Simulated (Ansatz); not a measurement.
# Free carriers and the phonons of MgO (Periclase, Fm-3m)

Aim: how far do free carriers move the optical modes of MgO (Periclase, Fm-3m)?

Method: DFT LDA, scalar-relativistic, plane waves, PAW; PAW set soft_1, in Ansatz 0.2.0.

The database entry behind the starting cell differs from later determinations by our own check (about 0.1 % long), so it need not match the best structure at ambient conditions.

## 1. Starting point

The structure is cubic, space group Fm-3m (No. 225). Conventional cell: a = 4.217 Å, b = 4.217 Å, c = 4.217 Å, α = 90.00°, β = 90.00°, γ = 90.00°. Nearest to O lie 6 Mg at 2.11 Å. Nearest to Mg lie 6 O at 2.11 Å. Farther neighbours and most contacts between anions are not listed.

As a file:

```cif
data_structure
_symmetry_space_group_name_H-M 'Fm-3m'
_symmetry_Int_Tables_number 225
_cell_length_a 4.2170
_cell_length_b 4.2170
_cell_length_c 4.2170
_cell_angle_alpha 90.000
_cell_angle_beta 90.000
_cell_angle_gamma 90.000
_cell_volume 74.99
loop_
_atom_site_label
_atom_site_type_symbol
_atom_site_symmetry_multiplicity
_atom_site_Wyckoff_symbol
_atom_site_fract_x
_atom_site_fract_y
_atom_site_fract_z
_atom_site_occupancy
O1 O 4 b 0.50000 0.00000 0.00000 1
Mg1 Mg 4 a 0.00000 0.00000 0.00000 1
```

## 2. Relaxation

Harmonic phonons are second derivatives at a point where the forces vanish, and they are wanted at zero stress, so atoms and cell are relaxed first.

The input, input.yaml:

```yaml
crystal:
  lattice:
    - [0.0, 2.1085, 2.1085]
    - [2.1085, 0.0, 2.1085]
    - [2.1085, 2.1085, 0.0]
  atoms:
    - { symbol: O, position: [0.5, 0.5, 0.5] }
    - { symbol: Mg, position: [0.0, 0.0, 0.0] }
kpoints:
  mp_grid: { grid: [10, 10, 10] }
hamiltonian:
  xc: lda
  pseudopotentials: { kind: paw, azcp: { folder: soft_1 }, xc_functional: pbe }
scf:
  occupations: { method: gaussian, width: 0.02 }
output:
  forces: true
  stress: true
  eigenvalues: true
  write_density: true
  write_potential: true
  elf: true
  volumetric_format: npy
relax:
  adjacent_minimum: "off"
  f_tol: 0.005
  max_steps: 80
  cell: { stress_tol: 0.05 }
```

Launch:

```sh
ansatz run input.yaml --threads 8 --pin off --max-ram 16384MiB --backend cpu --events-out ev --progress --plain --runs-dir out
```

Numbers of over 12 decimals in the logs are rounded to 6 here.

Log:

```text
Engine: ansatz 0.2.0, aarch64-unknown-linux-gnu
Pseudopotentials: kind: paw
Pseudopotential: O, paw, valence charge 6, recommended cutoff 420 eV (normal), soft_1/O.paw.azcp
Pseudopotential: Mg, paw, valence charge 10, recommended cutoff 420 eV (normal), soft_1/Mg.paw.azcp
Functional definition: SPW92
  exchange = slater_x
  correlation = pw_c
Crystal: 2 atoms, lattice volume = 18.748 Å³
Basis set: ecut = 420 eV, 339 PW (Γ)
Bands: 12, of which v1, the nominal top of the filled ones, is band 8 counted from 1 (7 counted from 0)
Symmetry: 48 space group operations
Space group: Fm-3m (ITA 225), of the structure as read, at distance tolerance 2.7e-5 Å
k-points: 47 of 1000
Non-local potential: O, projectors of the file, l = 0: 2, l = 1: 2, l = 2: 1
Non-local potential: Mg, projectors of the file, l = 0: 3, l = 1: 2, l = 2: 1
PAW form: soft (Blöchl's): semilocal exchange-correlation on the pseudo side does not see the compensation charge
PAW frozen core: O, regenerated for the run's functional, and the local potential with it (the file was generated under x = pbe(κ = 0.804, μ = 0.219515), c = pbe(β = 0.066725))
PAW frozen core: Mg, regenerated for the run's functional, and the local potential with it (the file was generated under x = pbe(κ = 0.804, μ = 0.219515), c = pbe(β = 0.066725))
PAW one-centre angular grid: O, 110 points (default); XC on 64 Gauss nodes
PAW one-centre angular grid: Mg, 110 points (default); XC on 64 Gauss nodes
Initial density: superposition of atomic densities (chi_scale 0.1, normalization cell, long waves kept (reshape's long-wave potential 0.00 eV rms))
Initial wavefunctions: pseudopotential atomic-orbital guess
Functional: x = slater, c = lda
SCF iter   1: F=—  HF=-2460.095724 eV  |F-HF|=—  |Δ(HF+E_count)|=         —  Δρ=6.83e-2  dr2=4.50e-1  ethr=3.10e-3  ⟨swp⟩=6.0  Hψ=3452  notcnv=0
preconditioner: auto → none  [insulator: Δε(μ)=4.373 eV  Ē_g=18.047 eV  σ=0.020 eV  W_gap=1.00  n_scr=8 (ndim 8)  ℏωp=24.3 eV  f_vac=0.000  D(μ)=0.00/eV (n_scr^D=0)  ε∞_Penn≈2.8]
SCF iter   2: F=—  HF=-2460.027240 eV  |F-HF|=—  |Δ(HF+E_count)|=   6.85e-2  Δρ=2.59e-2  dr2=7.32e-2  ethr=2.81e-3  ⟨swp⟩=2.1  Hψ=1149  notcnv=0
SCF iter   3: F=—  HF=-2460.045714 eV  |F-HF|=—  |Δ(HF+E_count)|=   1.85e-2  Δρ=4.15e-3  dr2=2.09e-3  ethr=4.58e-4  ⟨swp⟩=2.6  Hψ=1007  notcnv=0
SCF iter   4: F=—  HF=-2460.047074 eV  |F-HF|=—  |Δ(HF+E_count)|=   1.36e-3  Δρ=2.75e-4  dr2=9.85e-6  ethr=1.31e-5  ⟨swp⟩=2.0  Hψ=1128  notcnv=0
SCF iter   5: F=—  HF=-2460.047073 eV  |F-HF|=—  |Δ(HF+E_count)|=   4.53e-7  Δρ=1.18e-4  dr2=1.15e-6  ethr=6.16e-8  ⟨swp⟩=2.0  Hψ=938  notcnv=0
SCF iter   6: F=-2460.047072 eV  HF=-2460.047072 eV  |F-HF|=1.91e-8  |Δ(HF+E_count)|=   7.16e-7  Δρ=1.20e-5  dr2=8.11e-9  ethr=6.25e-10  ⟨swp⟩=5.9  Hψ=3333  notcnv=0
SCF 1 converged in 6 iterations: F = -2460.047072 eV  dr2 = 8.11e-9
  greatest PAW one-centre occupation: 1.000 electrons in one spin orbital (limit 2), on the Mg atom at site 1 (counted from 0), in its partial waves of l = 1
relax step   1: F+E_penalty+E_count = -2460.04707235 eV  Δ(F+E_penalty+E_count) = +0.000e0 eV  max|allowed force component| = 6.122e-30 eV/Å  Δτ_max = 0.0000 Å  P = -6.397 GPa  Ω = 18.748 Å³  (6 SCF iters, dr2 threshold 1.00e-7 eV, accepted)
Crystal: 2 atoms, lattice volume = 18.430 Å³
Initial density: handed on by an earlier stage of this run
Initial wavefunctions: those handed on with the density
iter 1 solved again at ethr=3.14e-6 eV; its pass at ethr=3.10e-3 eV (dr2=5.02e-4 eV) is discarded
SCF iter   1: F=—  HF=-2460.058361 eV  |F-HF|=—  |Δ(HF+E_count)|=         —  Δρ=1.94e-3  dr2=4.92e-4  ethr=3.14e-6  ⟨swp⟩=2.1  Hψ=4044  notcnv=0
preconditioner: auto → none  [insulator: Δε(μ)=4.807 eV  Ē_g=18.397 eV  σ=0.020 eV  W_gap=1.00  n_scr=8 (ndim 8)  ℏωp=24.5 eV  f_vac=0.000  D(μ)=0.00/eV (n_scr^D=0)  ε∞_Penn≈2.8]
SCF iter   2: F=—  HF=-2460.058227 eV  |F-HF|=—  |Δ(HF+E_count)|=   1.33e-4  Δρ=6.11e-4  dr2=4.95e-5  ethr=3.07e-6  ⟨swp⟩=2.4  Hψ=733  notcnv=0
SCF iter   3: F=—  HF=-2460.058216 eV  |F-HF|=—  |Δ(HF+E_count)|=   1.19e-5  Δρ=1.02e-4  dr2=9.93e-7  ethr=3.10e-7  ⟨swp⟩=2.1  Hψ=688  notcnv=0
iter 4 did not close the SCF: its close was put off for the readings that it lacked (scf_convergence_deferred on its scf_iter line)
SCF iter   4: F=-2460.058215 eV  HF=-2460.058215 eV  |F-HF|=1.92e-8  |Δ(HF+E_count)|=   4.06e-8  Δρ=1.22e-5  dr2=1.72e-8  ethr=6.20e-9  ⟨swp⟩=2.1  Hψ=925  notcnv=0
iter 5 did not close the SCF: its close was put off for the readings that it lacked (scf_convergence_deferred on its scf_iter line)
SCF iter   5: F=-2460.058215 eV  HF=-2460.058215 eV  |F-HF|=2.06e-10  |Δ(HF+E_count)|=   8.78e-9  Δρ=1.92e-6  dr2=4.94e-10  ethr=1.08e-10  ⟨swp⟩=2.3  Hψ=931  notcnv=0
SCF iter   6: F=-2460.058215 eV  HF=-2460.058215 eV  |F-HF|=2.46e-11  |Δ(HF+E_count)|=  4.59e-11  Δρ=4.58e-7  dr2=1.23e-11  ethr=3.09e-12  ⟨swp⟩=4.3  Hψ=2786  notcnv=0
SCF 2 converged in 6 iterations: F = -2460.058215 eV  dr2 = 1.23e-11
relax step   2: F+E_penalty+E_count = -2460.05821546 eV  Δ(F+E_penalty+E_count) = -1.114e-2 eV  max|allowed force component| = 2.708e-29 eV/Å  Δτ_max = 0.0000 Å  P = -3.723 GPa  Ω = 18.430 Å³  energy of the carried Pulay correction = +1.066e-3 eV  (6 SCF iters, dr2 threshold 2.00e-7 eV, accepted)
Crystal: 2 atoms, lattice volume = 18.005 Å³
iter 1 solved again at ethr=5.83e-6 eV; its pass at ethr=3.10e-3 eV (dr2=9.32e-4 eV) is discarded
SCF iter   1: F=—  HF=-2460.064716 eV  |F-HF|=—  |Δ(HF+E_count)|=         —  Δρ=2.76e-3  dr2=9.83e-4  ethr=5.83e-6  ⟨swp⟩=1.0  Hψ=4144  notcnv=0
preconditioner: auto → none  [insulator: Δε(μ)=5.047 eV  Ē_g=18.672 eV  σ=0.020 eV  W_gap=1.00  n_scr=8 (ndim 8)  ℏωp=24.8 eV  f_vac=0.000  D(μ)=0.00/eV (n_scr^D=0)  ε∞_Penn≈2.8]
SCF iter   2: F=—  HF=-2460.064439 eV  |F-HF|=—  |Δ(HF+E_count)|=   2.77e-4  Δρ=8.50e-4  dr2=9.59e-5  ethr=5.83e-6  ⟨swp⟩=2.4  Hψ=819  notcnv=0
SCF iter   3: F=—  HF=-2460.064415 eV  |F-HF|=—  |Δ(HF+E_count)|=   2.38e-5  Δρ=1.49e-4  dr2=1.96e-6  ethr=6.00e-7  ⟨swp⟩=2.2  Hψ=703  notcnv=0
iter 4 did not close the SCF: its close was put off for the readings that it lacked (scf_convergence_deferred on its scf_iter line)
SCF iter   4: F=-2460.064415 eV  HF=-2460.064415 eV  |F-HF|=1.25e-8  |Δ(HF+E_count)|=   1.47e-7  Δρ=9.55e-6  dr2=1.23e-8  ethr=1.22e-8  ⟨swp⟩=1.4  Hψ=637  notcnv=0
iter 5 did not close the SCF: its close was put off for the readings that it lacked (scf_convergence_deferred on its scf_iter line)
SCF iter   5: F=-2460.064415 eV  HF=-2460.064415 eV  |F-HF|=6.32e-11  |Δ(HF+E_count)|=   2.67e-9  Δρ=2.50e-6  dr2=4.47e-10  ethr=7.71e-11  ⟨swp⟩=2.0  Hψ=931  notcnv=0
SCF iter   6: F=-2460.064415 eV  HF=-2460.064415 eV  |F-HF|=9.09e-13  |Δ(HF+E_count)|=  9.37e-11  Δρ=3.27e-7  dr2=7.49e-12  ethr=2.79e-12  ⟨swp⟩=4.9  Hψ=2574  notcnv=0
SCF 3 converged in 6 iterations: F = -2460.064415 eV  dr2 = 7.49e-12
relax step   3: F+E_penalty+E_count = -2460.06441515 eV  Δ(F+E_penalty+E_count) = -6.200e-3 eV  max|allowed force component| = 5.966e-30 eV/Å  Δτ_max = 0.0000 Å  P = +0.220 GPa  Ω = 18.005 Å³  energy of the carried Pulay correction = +2.521e-3 eV  (6 SCF iters, dr2 threshold 2.00e-7 eV, accepted)
[...]
relax step   4: F+E_penalty+E_count = -2460.06435029 eV  Δ(F+E_penalty+E_count) = +6.486e-5 eV  max|allowed force component| = 2.284e-30 eV/Å  Δτ_max = 0.0000 Å  P = -0.007 GPa  Ω = 18.028 Å³  energy of the carried Pulay correction = +2.440e-3 eV  (6 SCF iters, dr2 threshold 1.21e-7 eV, accepted)
[...]
relax step   5: F+E_penalty+E_count = -2460.06240339 eV  Δ(F+E_penalty+E_count) = +1.947e-3 eV  max|allowed force component| = 5.916e-30 eV/Å  Δτ_max = 0.0000 Å  P = -0.213 GPa  Ω = 18.028 Å³  stress off target by 2.13e-1 GPa  SCF on the basis re-selected at this cell (its energy is not comparable with the rows above)  (6 SCF iters)
[...]
relax step   6: F+E_penalty+E_count = -2460.06249132 eV  Δ(F+E_penalty+E_count) = -8.792e-5 eV  max|allowed force component| = 5.193e-30 eV/Å  Δτ_max = 0.0000 Å  P = -0.001 GPa  Ω = 18.006 Å³  energy of the carried Pulay correction = +7.328e-5 eV  (6 SCF iters, dr2 threshold 1.14e-7 eV, accepted)
iter 1 solved again at ethr=1.17e-7 eV; its pass at ethr=3.10e-3 eV (dr2=1.87e-5 eV) is discarded
SCF iter   1: F=—  HF=-2460.062276 eV  |F-HF|=—  |Δ(HF+E_count)|=         —  Δρ=3.00e-5  dr2=2.32e-8  ethr=1.17e-7  ⟨swp⟩=3.2  Hψ=5129  notcnv=0
preconditioner: auto → none  [insulator: Δε(μ)=5.029 eV  Ē_g=18.656 eV  σ=0.020 eV  W_gap=1.00  n_scr=8 (ndim 8)  ℏωp=24.8 eV  f_vac=0.000  D(μ)=0.00/eV (n_scr^D=0)  ε∞_Penn≈2.8]
SCF iter   2: F=—  HF=-2460.062277 eV  |F-HF|=—  |Δ(HF+E_count)|=   5.37e-7  Δρ=1.34e-5  dr2=3.89e-9  ethr=1.45e-10  ⟨swp⟩=2.1  Hψ=848  notcnv=0
SCF iter   3: F=—  HF=-2460.062277 eV  |F-HF|=—  |Δ(HF+E_count)|=   1.21e-9  Δρ=2.11e-6  dr2=9.35e-11  ethr=2.43e-11  ⟨swp⟩=1.1  Hψ=589  notcnv=0
iter 4 did not close the SCF: its close was put off for the readings that it lacked (scf_convergence_deferred on its scf_iter line)
SCF iter   4: F=-2460.062277 eV  HF=-2460.062277 eV  |F-HF|=4.55e-13  |Δ(HF+E_count)|=  4.41e-11  Δρ=1.01e-7  dr2=7.22e-13  ethr=1.00e-12  ⟨swp⟩=1.8  Hψ=672  notcnv=0
iter 5 did not close the SCF: its close was put off for the readings that it lacked (scf_convergence_deferred on its scf_iter line)
SCF iter   5: F=-2460.062277 eV  HF=-2460.062277 eV  |F-HF|=0.00e0  |Δ(HF+E_count)|=    0.00e0  Δρ=1.40e-8  dr2=1.63e-14  ethr=1.00e-12  ⟨swp⟩=1.0  Hψ=564  notcnv=0
iter 6 did not close the SCF: its close was put off for the readings that it lacked (scf_convergence_deferred on its scf_iter line)
SCF iter   6: F=-2460.062277 eV  HF=-2460.062277 eV  |F-HF|=4.55e-13  |Δ(HF+E_count)|=    0.00e0  Δρ=1.22e-9  dr2=1.21e-16  ethr=1.00e-12  ⟨swp⟩=1.0  Hψ=564  notcnv=0
iter 7 did not close the SCF: its close was put off for the readings that it lacked (scf_convergence_deferred on its scf_iter line)
SCF iter   7: F=-2460.062277 eV  HF=-2460.062277 eV  |F-HF|=0.00e0  |Δ(HF+E_count)|=    0.00e0  Δρ=8.06e-10  dr2=4.95e-17  ethr=1.00e-12  ⟨swp⟩=1.0  Hψ=564  notcnv=0
SCF iter   8: F=-2460.062277 eV  HF=-2460.062277 eV  |F-HF|=4.55e-13  |Δ(HF+E_count)|=  4.55e-13  Δρ=1.02e-10  dr2=7.93e-19  ethr=1.00e-12  ⟨swp⟩=2.1  Hψ=1588  notcnv=0
SCF 7 converged in 8 iterations: F = -2460.062277 eV  dr2 = 7.93e-19
relax step   7: F+E_penalty+E_count = -2460.06227658 eV  Δ(F+E_penalty+E_count) = +2.147e-4 eV  max|allowed force component| = 5.070e-30 eV/Å  Δτ_max = 0.0000 Å  P = -0.007 GPa  Ω = 18.006 Å³  stress off target by 7.20e-3 GPa  SCF on the basis re-selected at this cell (its energy is not comparable with the rows above)  (8 SCF iters)
basis re-selected at this cell: Δ(F+E_penalty+E_count) = +2.147e-4 eV, ΔP = -0.006 GPa vs the last step (what re-selecting the basis moved, of the pressure what is left beyond the Pulay correction that the steps carried, after the strain that the cell walked since its last selection, with what the two solves' SCF thresholds leave and, on support functions, any second-order correction that the steps lacked; it is no m [...]
SCF converged after 8 iterations
Free energy (F): -2460.062277 eV
Harris-Foulkes:  -2460.062277 eV  (|F-HF|=4.55e-13)
Internal energy: -2460.062277 eV  (E = F + TS)
E sigma→0 (E₀):  -2460.062277 eV
Fermi energy:    10.659776 eV
--- Per-component energies (eV) ---
  E_band       = -289.090937
  E_kinetic    = 243.463096
  E_local      = -1668.322486  (includes V_loc(G=0)·N_el)
  E_nonlocal   = 249.449615
  E_hartree    = 551.046925
  E_xc         = -99.496515
  E_vxc        = -128.369697  (∫ρ·V_xc dr)
  E_paw        = -431.150851  (= ΣΔE_a)
  E_vpaw       = -87.406146  (= ΣTr[D̂ρ^β])
  E_aug_tail   = 0.000831  (compensation charges beyond the density's cutoff)
  E_ewald      = -1305.300292
  E_core_change = 0.247401  (= ΣΔE_core)
  E_smearing   = -0.000000  (= −TS)
  E_closure    = 0.000000  (closes the sum)
  Σ components = -2460.062277   (vs F -2460.062277, Δ=0.00e0)
--- Forces (eV/Å), atoms counted from 1 ---
  atom   1  O      0.00000000    -0.00000000     0.00000000
  atom   2  Mg    -0.00000000     0.00000000    -0.00000000
  max |Σ_I F_I| component: 9.84e-30 eV/Å
--- Stress (GPa, compression-positive) ---
       -0.007198      -0.000000      -0.000000
       -0.000000      -0.007198      -0.000000
       -0.000000      -0.000000      -0.007198
  P = ⅓ Tr σ = -0.0072 GPa (-0.072 kbar)
--- Band table (eV; the first three rows and the last of 47) ---
  k-point 0: bands = [... 4 lower, -9.0479, 8.1453, 8.1453, 8.1453, 13.1742, 23.8869, 23.8869, 23.8869]
  k-point 1: bands = [... 4 lower, -8.9265, 7.4816, 8.0728, 8.0728, 13.7921, 22.6480, 24.1372, 24.1372]
  k-point 2: bands = [... 4 lower, -8.5919, 6.1105, 7.8887, 7.8887, 14.9617, 21.1649, 24.6572, 24.6572]
  k-point 46: bands = [... 4 lower, -7.2504, 4.6484, 5.4873, 6.3182, 19.1502, 20.1435, 20.4370, 24.3011]
--- Relaxed structure (5 steps of the walk, 5 accepted, 2 SCFs on fresh bases) ---
  F+E_penalty+E_count = -2460.06227658 eV   max|allowed force component| = 5.070e-30 eV/Å   (the final SCF, on the basis selected at the relaxed cell)
  cell:  # Å, volume = 18.0062 Å³
    - [0, 2.080323, 2.080323]
    - [2.080323, 0, 2.080323]
    - [2.080323, 2.080323, 0]
  atoms:
    - { symbol: O, position: [0.5, 0.5, 0.5] }
    - { symbol: Mg, position: [0, 0, 0] }
```

Wall time 2.7 s (8 threads of Arm Neoverse N1, shared host); peak memory 0.28 GiB; 12 s of CPU time.

Step by step:

| step | energy less that of the first step (eV) | largest force component (eV/Å) | pressure (GPa) | volume (Å³) |
| --- | --- | --- | --- | --- |
| 1 | 0.0000 | 0.0000 | -6.40 | 18.75 |
| 2 | -0.0111 | 0.0000 | -3.72 | 18.43 |
| 3 | -0.0173 | 0.0000 | 0.22 | 18.00 |
| 4 | -0.0173 | 0.0000 | -0.01 | 18.03 |
| 5* | -0.0153 | 0.0000 | -0.21 | 18.03 |
| 6 | -0.0154 | 0.0000 | 0.00 | 18.01 |
| 7* | -0.0152 | 0.0000 | -0.01 | 18.01 |

Relaxation steps marked * repeat the geometry before them on a plane-wave basis chosen anew for their cell, so energy and pressure can jump there.

The run keeps the 48 symmetry operations that it works with, so distortions that break them were not tested.

```csv
"conventional cell, symmetrised",before,after,change
a (Å),4.217,4.161,-1.3 %
b (Å),4.217,4.161,-1.3 %
c (Å),4.217,4.161,-1.3 %
volume (Å³/atom),9.37,9.00,-4.0 %
```

The relaxed structure:

```cif
data_structure
_symmetry_space_group_name_H-M 'P 1'
_symmetry_Int_Tables_number 1
_cell_length_a 2.9420
_cell_length_b 2.9420
_cell_length_c 2.9420
_cell_angle_alpha 60.000
_cell_angle_beta 60.000
_cell_angle_gamma 60.000
_cell_volume 18.01
loop_
_atom_site_label
_atom_site_type_symbol
_atom_site_fract_x
_atom_site_fract_y
_atom_site_fract_z
_atom_site_occupancy
O1 O 0.50000 0.50000 0.50000 1
Mg2 Mg 0.00000 0.00000 0.00000 1
```

This step gave:

```
pressure          : -0.007198 GPa
gap on the k-mesh : 5.029 eV
volume per atom   : 9.003 Å³
```

Valence density in the ac plane of the conventional cell at fractional y = 0.000, with atoms of O and Mg within 0.2 Å of it. It is the smooth field of the valence electrons, not physical close to the nuclei.

Ten steps, logarithmic in the rise over the least value, from '_' (0 e/Å³) to '@' (26 e/Å³), each cell a mean:
```
@@##--..::==**##++--....++%%
**==____..--==++==::..__::++
..________..::::::..______..
....________....________....
==--..______----::____..::--
**++--..__==##%%**::__::==++
##**==....**@@@@%%--..::++##
##++--....++%%@@##--..::==**
++==::..__::++**==____..--==
::::..______....________..::
..________........________..
--::____..::--==--..______--
%%**::__::==++**++--..__==##
@@%%--..::++####**==....**@@
```
Columns run along a (4.2 Å), rows up along c (4.2 Å), edges of the conventional cell, whose origin can differ from the input's. Atoms in or near the plane, at fractional coordinates: O at (0.50, 0.00), O at (0.00, 0.50), Mg at (0.00, 0.00), Mg at (0.50, 0.50).

Electrostatic potential energy in the ac plane of the conventional cell at fractional y = 0.000, with atoms of O and Mg within 0.2 Å of it. With pseudopotentials it is smooth inside the atoms' cores, unlike the true potential.

Values in eV, 14 rows by 14 columns, each cell a mean:
```
-75 -55 -15   5   7 -13 -29 -34 -24  -2   8  -1 -33 -69
-40 -23  -1   8  10   3 -13 -18  -6   8  10   5 -10 -33
 -3   2   7  10  11  10   7   6   9  11  11   9   5  -1
  8   9  10  11  10   8   5   5   7   9  11  11  10   8
 -5   3  10  10   7  -1 -15 -20  -9   3   9  11   8  -2
-27 -18   3   9   2 -23 -55 -64 -42  -9   7   9  -6 -24
-41 -27  -5   8  -3 -40 -75 -76 -64 -20   5   6 -18 -34
-34 -24  -2   8  -1 -33 -69 -75 -55 -15   5   7 -13 -29
-18  -6   8  10   5 -10 -33 -40 -23  -1   8  10   3 -13
  6   9  11  11   9   5  -1  -3   2   7  10  11  10   7
  5   7   9  11  11  10   8   8   9  10  11  10   8   5
-20  -9   3   9  11   8  -2  -5   3  10  10   7  -1 -15
-64 -42  -9   7   9  -6 -24 -27 -18   3   9   2 -23 -55
-76 -64 -20   5   6 -18 -34 -41 -27  -5   8  -3 -40 -75
```
Columns run along a (4.2 Å; values clipped at the 3rd and 97th percentile), rows up along c (4.2 Å), edges of the conventional cell, whose origin can differ from the input's. Atoms in or near the plane, at fractional coordinates: O at (0.50, 0.00), O at (0.00, 0.50), Mg at (0.00, 0.00), Mg at (0.50, 0.50).

ELF in the ac plane of the conventional cell at fractional y = 0.000, with atoms of O and Mg within 0.2 Å of it. It is the smooth field of the valence electrons, not physical close to the nuclei.

Ten even steps from '0' (0.06) to '9' (0.80), each cell a mean:
```
23128976995022
21016999984002
10003688751000
65310122210145
99730011001589
89950132202799
48961221212896
69950222312897
99840022101699
87510001000368
22101456531012
10015899973001
22027998995013
12128964896122
```
Columns run along a (4.2 Å), rows up along c (4.2 Å), edges of the conventional cell, whose origin can differ from the input's. Atoms in or near the plane, at fractional coordinates: O at (0.50, 0.00), O at (0.00, 0.50), Mg at (0.00, 0.00), Mg at (0.50, 0.50).

In this step the volume went from 9.37 to 9.00 Å³/atom.

## 3. Tight relaxation

Phonons need small forces and stress, so the relaxation is finished with tight tolerances on 12×12×12 k points.

The input, input.yaml:

```yaml
crystal:
  lattice:
    - [0.0, 2.080323002, 2.080323002]
    - [2.080323002, 0.0, 2.080323002]
    - [2.080323002, 2.080323002, 0.0]
  atoms:
    - { symbol: O, position: [0.5, 0.5, 0.5] }
    - { symbol: Mg, position: [0.0, 0.0, 0.0] }
kpoints:
  mp_grid: { grid: [12, 12, 12] }
hamiltonian:
  xc: lda
  pseudopotentials: { kind: paw, azcp: { folder: soft_1 }, xc_functional: pbe }
scf:
  occupations: { method: fixed }
output:
  forces: true
  stress: true
  eigenvalues: true
relax:
  adjacent_minimum: "off"
  f_tol: 0.001
  max_steps: 60
  cell: { stress_tol: 0.01 }
```

Log:

```text
[...]
Crystal: 2 atoms, lattice volume = 18.006 Å³
Basis set: ecut = 420 eV, 339 PW (Γ)
Bands: 12, of which v1, the nominal top of the filled ones, is band 8 counted from 1 (7 counted from 0)
Symmetry: 48 space group operations
[...]
k-points: 72 of 1728
[...]
k-point 71: bands = [... 4 lower, -7.2430, 5.0450, 5.0450, 6.2762, 19.8489, 19.8489, 20.4674, 23.8944]
--- Relaxed structure (1 steps of the walk, 1 accepted, 1 SCFs on fresh bases) ---
[...]
cell:  # Å, volume = 18.0062 Å³
    - [0.0, 2.080323002, 2.080323002]
    - [2.080323002, 0.0, 2.080323002]
    - [2.080323002, 2.080323002, 0.0]
  atoms:
    - { symbol: O, position: [0.5, 0.5, 0.5] }
    - { symbol: Mg, position: [0.0, 0.0, 0.0] }
[key lines of the parts left out:]
SCF converged after 5 iterations
Free energy (F): -2460.062319 eV
Fermi energy:    8.145263 eV
P = ⅓ Tr σ = -0.0095 GPa (-0.095 kbar)
```

The job ended after 1 s (8 threads; peak memory 0.27 GiB).

Little changed from the start: no atom moved by 0.005 Å and no cell edge by 0.1 %.

This step gave:

```
pressure : -0.009545 GPa
```

The forces vanish by symmetry and the pressure is -0.010 GPa, within the tolerances set. The cell now holds 9.00 Å³/atom.

(Part 1 of 2 ends here.)

[Logs are printed without paths, hosts, clocks, repeated set-up lines and the standing remarks that a program may print on its own settings, such as how far it seeks lower states.]

[Hosts, paths, dates, database ids (printed as entryN), source tags and the programs' standing remarks are cut or masked in the printed files.]
